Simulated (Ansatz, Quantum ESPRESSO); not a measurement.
# SiC, zinc blende or diamond type, strained in the (001) plane: the gap on the mesh at a withheld member of a series

How the rows were computed: Quantum ESPRESSO 7.5, PBE, GBRV ultrasoft. The cubic cell is relaxed first; each member is held at its strain in the plane while the axis along [001] relaxes. pwcond (ikind = 0) gives the complex bands along [001] at three points across. Fixed occupations. The series steps biaxial strain in the plane.

| biaxial strain in the plane | gap on the mesh (eV) |
| --- | --- |
| -4 % | 0.965 |
| -3 % | 1.078 |
| -1 % | 1.282 |
| 0 % | 1.381 |
| 1 % | 1.222 |
| 2 % | 1.070 |
| 3 % | 0.927 |
| 4 % | 0.790 |

To predict: What is the gap on the mesh at −2 %?

**Fit.** The rows at -3 % and -1 % give a slope of (1.282 − (1.078))/(−1 − (−3)) = 0.102, so a straight line gives 1.180 eV. A parabola through these and the row at -4 % gives 1.184 eV.

What the calculation gave: 1.181 eV. The line misses by −0.001 and the parabola by +0.003 eV. Both misses are under 5 % of the step from the nearer row.

Caveats: Atoms keep their symmetric sites, so polar or tilted distortions are left out; semilocal gaps and decay constants are too small; no spin-orbit coupling; three points across.
